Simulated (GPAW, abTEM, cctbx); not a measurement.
# Sc3Al3PdPt2: the scripts behind a bonding study

Short scripts, each with its output. The start was made by putting kin elements into a known structure type; the compound need not exist, or be stable, in this form.

**1. Build the all-electron density and subtract free atoms**

```text
cell
1.0
     0.000000000    0.000000000    3.830071310
     6.959493590    0.000000000    0.000000000
    -3.479746790    6.027098240    0.000000000
Pt Pd Sc Al
2 1 3 3
Direct
0.000000000 0.333333330 0.666666670
0.000000000 0.666666670 0.333333330
0.500000000 0.000000000 0.000000000
0.500000000 0.000000000 0.587761500
0.500000000 0.587761500 0.000000000
0.500000000 0.412238500 0.412238500
0.000000000 0.000000000 0.251276510
0.000000000 0.251276510 0.000000000
0.000000000 0.748723490 0.748723490
```

```python
import numpy as np
from ase.io import read
from ase.units import Bohr
from gpaw import GPAW, PW, FermiDirac
from gpaw.calculator import GPAW as OldGPAW
from gpaw.mpi import serial_comm, world
from scipy.special import erfc
from scipy.spatial import cKDTree

atoms = read("cell.vasp")
atoms.calc = GPAW(mode=PW(450), xc="PBE", kpts={"size": (6, 4, 4), "gamma": True},
                 occupations=FermiDirac(0.1), maxiter=120, symmetry={"tolerance": 1e-5}, txt="scf.txt")
atoms.get_potential_energy()
rho = atoms.calc.get_all_electron_density(gridrefinement=2)
moments = atoms.get_magnetic_moments() if atoms.calc.get_number_of_spins() == 2 else np.zeros(len(atoms))
total = atoms.get_magnetic_moment() if moments.any() else 0.0
if world.rank == 0:
    free = OldGPAW(mode=PW(450), xc="PBE", txt=None, communicator=serial_comm)
    neutral = atoms.copy()
    neutral.set_initial_magnetic_moments(None)
    free.initialize(neutral)
    free.set_positions(neutral)
    drho = rho - free.get_all_electron_density(gridrefinement=2)
    # GPAW starts from confined atoms: exchange their smooth part for that of the datasets' free atoms
    h = np.stack(np.meshgrid(*[np.fft.fftfreq(n, 1 / n) for n in drho.shape], indexing="ij"), -1)
    gabs = np.linalg.norm(h @ atoms.cell.reciprocal(), axis=-1)
    tails = np.fft.fftn(free.get_pseudo_density(gridrefinement=2))
    g, form, v0 = np.linspace(0, gabs.max(), 1500), {}, 0
    for e in set(atoms.symbols):
        idx = atoms.symbols.search(e)
        d = free.setups[idx[0]].data
        r, w = d.rgd.r_g * Bohr, d.rgd.r_g**2 * d.rgd.dr_g
        j0 = np.sinc(2 * g[:, None] * r)
        smooth = sum(f * p**2 for f, p in zip(d.f_j, d.phit_jg)) + np.sqrt(4 * np.pi) * d.nct_g
        full = sum(f * p**2 for f, p in zip(d.f_j, d.phi_jg)) + np.sqrt(4 * np.pi) * d.nc_g
        phase = sum(np.exp(-2j * np.pi * h @ s) for s in atoms.get_scaled_positions()[idx])
        tails -= np.interp(gabs, g, j0 @ (smooth * w)) * phase * drho.size / atoms.get_volume()
        form[e] = j0 @ (full * w)
        v0 += 2 * np.pi / 3 * 14.3996 * (full * w * r**2).sum() * len(idx)  # V A^3
    tails *= 0.5 * erfc((gabs - 1.8) / 0.25)  # the tails differ at long wavelengths alone
    drho += np.fft.ifftn(tails).real  # crystal minus superposed spherical free atoms
    np.save("drho.npy", drho)
    dv = atoms.get_volume() / drho.size
    print("grid", drho.shape, " electrons %.3f" % (rho.sum() * dv), " moved by bonding %.3f e" % (abs(drho).sum() * dv / 2))
    pts = np.indices(drho.shape).reshape(3, -1).T / drho.shape @ atoms.cell
    shifts = (np.indices((3, 3, 3)).reshape(3, -1).T - 1) @ atoms.cell
    images = (atoms.positions[None] + shifts[:, None]).reshape(-1, 3)
    dist, idx = cKDTree(images).query(pts, k=4)
    out = drho.ravel()[dist[:, 0] > 0.5]
    print("deformation density beyond 0.5 A of the nuclei: max %.3f, min %.3f e/A^3" % (out.max(), out.min()))
    tie = dist < dist[:, :1] + 1e-4
    q = -np.bincount((idx % len(atoms))[tie], (drho.ravel()[:, None] / tie.sum(1, keepdims=True) * tie)[tie], len(atoms)) * dv
    print("atom        x       y       z   Voronoi charge  moment")
    for a, s, c, m in zip(atoms, atoms.get_scaled_positions(), q, moments):
        print("%-2s%-3d %7.4f %7.4f %7.4f %10.3f %10.2f" % (a.symbol, a.index + 1, *s, c, m))
    np.savez("free.npz", g=g, **form)
    print("mean inner potential of superposed free atoms %.3f V" % (v0 / atoms.get_volume()))
    print("total magnetic moment %.3f muB" % total)
```

```console
$ OMP_NUM_THREADS=1 mpirun -n 4 gpaw python run.py > gpaw.log
```

```text
grid (40, 70, 70)  electrons 304.000  moved by bonding 2.192 e
deformation density beyond 0.5 A of the nuclei: max 0.152, min -0.322 e/A^3
atom        x       y       z   Voronoi charge  moment
Pt1    0.0000  0.3333  0.6667     -0.102       0.00
Pt2    0.0000  0.6667  0.3333     -0.102       0.00
Pd3    0.5000  0.0000  0.0000      0.144       0.00
Sc4    0.5000  0.0000  0.5878      0.093       0.00
Sc5    0.5000  0.5878  0.0000      0.093       0.00
Sc6    0.5000  0.4122  0.4122      0.093       0.00
Al7    0.0000  0.0000  0.2513     -0.073       0.00
Al8    0.0000  0.2513  0.0000     -0.073       0.00
Al9    0.0000  0.7487  0.7487     -0.073       0.00
mean inner potential of superposed free atoms 21.960 V
total magnetic moment 0.000 muB
```

Time: 36 s on 4 cores of Intel(R) Xeon(R) Platinum 8375C CPU @ 2.90GHz (Ice Lake) (shared host), peak memory 1.2 GiB.

**2. Fourier-transform the difference**

```python
from cctbx import adptbx, crystal, miller, xray
from cctbx.eltbx import tiny_pse
import numpy as np

cs = crystal.symmetry(unit_cell=(6.9595, 6.9595, 3.8301, 90, 90, 120), space_group_symbol='Hall: P -6 -2')  # P-62m
atoms = [  # label, site, U (iso, or U11 U22 U33 U12 U13 U23 in A^2), occupancy
    ("Pt1", (1/3, 2/3, 0), 0.0000, 1),
    ("Pd1", (0, 0, 0.5), 0.0000, 1),
    ("Sc1", (0, 0.58776, 0.5), 0.0000, 1),
    ("Al1", (0, 0.25128, 0), 0.0000, 1),
]
xs = xray.structure(crystal_symmetry=cs)
for label, site, u, occ in atoms:
    u = adptbx.u_cif_as_u_star(cs.unit_cell(), u) if isinstance(u, tuple) else u
    xs.add_scatterer(xray.scatterer(label, site=site, u=u, occupancy=occ))
xs.scattering_type_registry(table="wk1995")
drho = np.load("drho.npy")
T = np.array([[0, 1, 0], [0, 0, 1], [1, 0, 0]])  # conventional axes in terms of the primitive ones
dF = np.fft.ifftn(drho) * 160.65445  # electrons a conventional cell, indexed by primitive hkl
ms = miller.build_set(cs, anomalous_flag=False, d_min=0.9).sort("resolution")
iam = ms.structure_factors_from_scatterers(xs, algorithm="direct").f_calc()
p1 = xs.expand_to_p1()
z = np.array([tiny_pse.table(sc.scattering_type).atomic_number() for sc in p1.scatterers()])
x = np.array(p1.sites_frac())
free = np.load("free.npz")
print("static structure factors of the conventional cell: F in electrons, V (Mott-Bethe) in volts")
print("   h  k  l      d  |F| table  |F| free   |F| DFT   change   |V| free  |V| DFT  change %")
for h, d, table in list(zip(ms.indices(), ms.d_spacings().data(), iam.data()))[:16]:
    df = dF[tuple(np.rint(np.linalg.solve(T, h)).astype(int))]
    phase = np.exp(2j * np.pi * x @ h)
    f = sum(np.interp(1 / d, free["g"], free[sc.scattering_type]) * p for sc, p in zip(p1.scatterers(), phase))
    fz = (z * phase).sum()
    c = 14.3996 * d * d / (np.pi * cs.unit_cell().volume())
    v0, v1 = abs(fz - f) * c, abs(fz - f - df) * c
    print("%4d%3d%3d %7.4f %9.3f %9.3f %9.3f %8.3f %9.3f %8.3f %8s" % (h + (d, abs(table), abs(f), abs(f + df), abs(f + df) - abs(f), v0, v1, "%.1f" % (100 * (v1 / v0 - 1)) if v0 > 0.02 else "-")))
```

```console
$ python run.py
```

```text
static structure factors of the conventional cell: F in electrons, V (Mott-Bethe) in volts
   h  k  l      d  |F| table  |F| free   |F| DFT   change   |V| free  |V| DFT  change %
   1  0  0  6.0271    33.105    33.156    33.286    0.130     0.858    0.723    -15.7
   0  0  1  3.8301    81.844    81.881    82.181    0.301     1.724    1.598     -7.3
   1  1  0  3.4798   151.457   151.212   150.926   -0.286     4.151    4.249      2.4
   1  0  1  3.2326    88.625    88.463    88.240   -0.223     2.376    2.443      2.8
   2  0  0  3.0136     8.693     8.798     9.032    0.234     0.971    1.031      6.3
   1  1  1  2.5755   116.186   116.109   115.953   -0.156     4.841    4.877      0.7
   2  0  1  2.3684   139.141   139.000   138.226   -0.774     6.072    6.196      2.0
   2  1  0  2.2780    56.293    56.261    56.160   -0.101     2.881    2.902      0.7
   3  0  0  2.0090   184.114   183.958   183.070   -0.888     6.468    6.570      1.6
   2  1  1  1.9579    99.851    99.774    99.185   -0.588     3.323    3.387      1.9
   0  0  2  1.9150   221.882   221.675   220.732   -0.943     8.614    8.712      1.1
   1  0  2  1.8251    28.762    28.713    28.792    0.079     0.501    0.493     -1.5
   3  0  1  1.7791    80.865    80.730    80.577   -0.153     1.661    1.675      0.8
   2  2  0  1.7399   147.653   147.524   147.092   -0.431     4.238    4.275      0.9
   1  1  2  1.6778   125.766   125.644   125.217   -0.427     3.023    3.057      1.1
   3  1  0  1.6716    46.379    46.332    46.364    0.032     1.840    1.837     -0.2
```

Time: 0.24 s on 1 core of Intel(R) Xeon(R) Platinum 8375C CPU @ 2.90GHz (Ice Lake) (shared host), peak memory 0.08 GiB.

**3. Rock the beam across one reflection**

```python
import abtem
import numpy as np
from ase.build import make_supercell
from ase.io import read

abtem.config.set({"dask.lazy": False, "fft": "fftw", "diagnostics.progress_bar": False})
M = [[1, 0, 0], [0, -1, -2], [0, 1, 0]]  # rows: x, y and beam direction in the primitive cell's axes
unit = make_supercell(read("cell.vasp"), M)
unit.set_cell(list(unit.cell.lengths()) + [90, 90, 90], scale_atoms=True)
unit.positions[:, 2] += 0.2746  # keeps atomic planes off the slice boundaries
unit.wrap()
slab = unit * (1, 1, 100)
print(slab.get_chemical_formula(), "| box %.2f x %.2f x %.2f A" % tuple(slab.cell.lengths()))

# change of the potential by bonding, from the DFT deformation density (Poisson's equation term by term)
drho = np.load("drho.npy")
prim = read("cell.vasp")
h = np.stack(np.meshgrid(*[np.fft.fftfreq(n, 1 / n) for n in drho.shape], indexing="ij"), -1).reshape(-1, 3).astype(int)
g2 = ((h @ prim.cell.reciprocal()) ** 2).sum(1)
keep = (g2 > 0) & (g2 < 2.5**2)
shape = (86, 268, 42)
vg = np.zeros(shape, complex)
hm = h[keep] @ np.array(M).T
move = np.exp(-2j * np.pi * hm[:, 2] * (0.2746 / unit.cell[2, 2] - 0.5 / shape[2]))  # the same shift, sampled at mid-points
vg[tuple(hm.T % np.array(shape)[:, None])] = -14.3996 / np.pi * (np.fft.fftn(drho).ravel() / drho.size)[keep] / g2[keep] * move
dV = np.fft.ifftn(vg).real * vg.size
dV = dV.reshape(86, 268, 6, 7).mean(3) * unit.cell[2, 2] / 6  # V A, projected in each slice
dV = np.tile(dV.transpose(2, 0, 1), (100, 1, 1))


def build(atoms):
    p = abtem.Potential(atoms, gpts=(86, 268), slice_thickness=[slab.cell[2, 2] / 600] * 600,
                        parametrization="lobato", projection="infinite", exit_planes=150).build()
    p.array[:] += BONDING * dV
    return p


def potentials():
    yield build(slab)  # atoms at rest


for label, BONDING in (("IAM", 0.0), ("DFT", 1.0)):
    print("=====", label)
    potential = build(slab)
    print("grid", potential.gpts, "slices", potential.num_slices)
    thickness = potential.exit_thicknesses
    h = np.array(M) @ np.linalg.solve(np.array([[0, 1, 0], [0, 0, 1], [1, 0, 0]]), [0, 0, 1])
    ix, iy = round(h[0]) * 1, round(h[1]) * 1
    gxy = h[:2] / unit.cell.lengths()[:2]
    along = gxy / np.hypot(*gxy)
    across = np.array([-along[1], along[0]])
    bragg = 500 * abtem.PlaneWave(energy=200000).wavelength * np.hypot(*gxy)
    print("Bragg angle %.3f mrad; beam tilted 37 mrad off the zone axis across the row" % bragg)
    print("dark-field intensity of 0 0 1 against tilt along the row, in Bragg angles")
    print("  t (A)" + "".join("%8.2f" % s for s in [0.2, 0.4, 0.6, 0.8, 1.0, 1.2, 1.4, 1.6, 1.8, 2.0, 2.2, 2.4, 2.6]))
    rows = []
    row = [(n * ix, n * iy) for n in range(-8, 9)]
    for s in [0.2, 0.4, 0.6, 0.8, 1.0, 1.2, 1.4, 1.6, 1.8, 2.0, 2.2, 2.4, 2.6]:
        tilt = -s * bragg * along + 37 * across
        dp = abtem.PlaneWave(energy=200000, tilt=tuple(tilt)).multislice(potential).diffraction_patterns(max_angle="valid").array
        rows.append(dp[:, dp.shape[1] // 2 + ix, dp.shape[2] // 2 + iy])
        if s == 1.0:
            cx, cy = dp.shape[1] // 2, dp.shape[2] // 2
            share = sum(dp[:, cx + i, cy + j] for i, j in row if abs(i) < cx and abs(j) < cy) / dp.sum(axis=(1, 2))
            total = dp.sum(axis=(1, 2))
    for t, a in list(zip(thickness, np.array(rows).T))[1:]:
        print("%7.1f" % t + "".join("%8.4f" % v for v in a))
    print("at the Bragg tilt, share in the row:", share[1:].round(3).tolist(), "total:", total[1:].round(3).tolist())
```

```console
$ python run.py
```

```text
Al600Pd200Pt400Sc600 | box 3.83 x 12.05 x 695.95 A
===== IAM
grid (86, 268) slices 600
Bragg angle 3.274 mrad; beam tilted 37 mrad off the zone axis across the row
dark-field intensity of 0 0 1 against tilt along the row, in Bragg angles
  t (A)    0.20    0.40    0.60    0.80    1.00    1.20    1.40    1.60    1.80    2.00    2.20    2.40    2.60
  174.0  0.0482  0.0527  0.0558  0.0573  0.0579  0.0576  0.0563  0.0532  0.0481  0.0422  0.0360  0.0294  0.0224
  348.0  0.0743  0.0888  0.1015  0.1058  0.1088  0.1095  0.1036  0.0947  0.0780  0.0702  0.0562  0.0502  0.0397
  522.0  0.1155  0.1449  0.1119  0.0701  0.0641  0.0733  0.1099  0.1555  0.1237  0.1010  0.0856  0.0647  0.0353
  695.9  0.1026  0.0703  0.0656  0.0411  0.0255  0.0477  0.0619  0.0817  0.1197  0.1284  0.0573  0.0413  0.0192
at the Bragg tilt, share in the row: [0.6290000081062317, 0.3720000088214874, 0.2840000092983246, 0.2540000081062317] total: [0.9890000224113464, 0.9810000061988831, 0.9750000238418579, 0.9700000286102295]
===== DFT
grid (86, 268) slices 600
Bragg angle 3.274 mrad; beam tilted 37 mrad off the zone axis across the row
dark-field intensity of 0 0 1 against tilt along the row, in Bragg angles
  t (A)    0.20    0.40    0.60    0.80    1.00    1.20    1.40    1.60    1.80    2.00    2.20    2.40    2.60
  174.0  0.0427  0.0466  0.0490  0.0503  0.0508  0.0506  0.0496  0.0470  0.0427  0.0375  0.0321  0.0263  0.0200
  348.0  0.0663  0.0800  0.0918  0.0955  0.0974  0.0990  0.0939  0.0855  0.0698  0.0629  0.0505  0.0458  0.0365
  522.0  0.1038  0.1342  0.1070  0.0678  0.0599  0.0710  0.1051  0.1442  0.1119  0.0928  0.0797  0.0619  0.0351
  695.9  0.0999  0.0700  0.0659  0.0390  0.0211  0.0454  0.0623  0.0809  0.1177  0.1263  0.0547  0.0406  0.0196
at the Bragg tilt, share in the row: [0.628000020980835, 0.3709999918937683, 0.2800000011920929, 0.24400000274181366] total: [0.9890000224113464, 0.9819999933242798, 0.9760000109672546, 0.9710000157356262]
```

Time: 76 s.

[Outputs are excerpts: Python notices, other lines and further rows are left out; steps that failed or that the build refused (PBEsol, TPSS) are not shown.]

[Logs are printed without paths, hosts, clocks, repeated set-up lines and the standing remarks that a program may print on its own settings, such as how far it seeks lower states.]
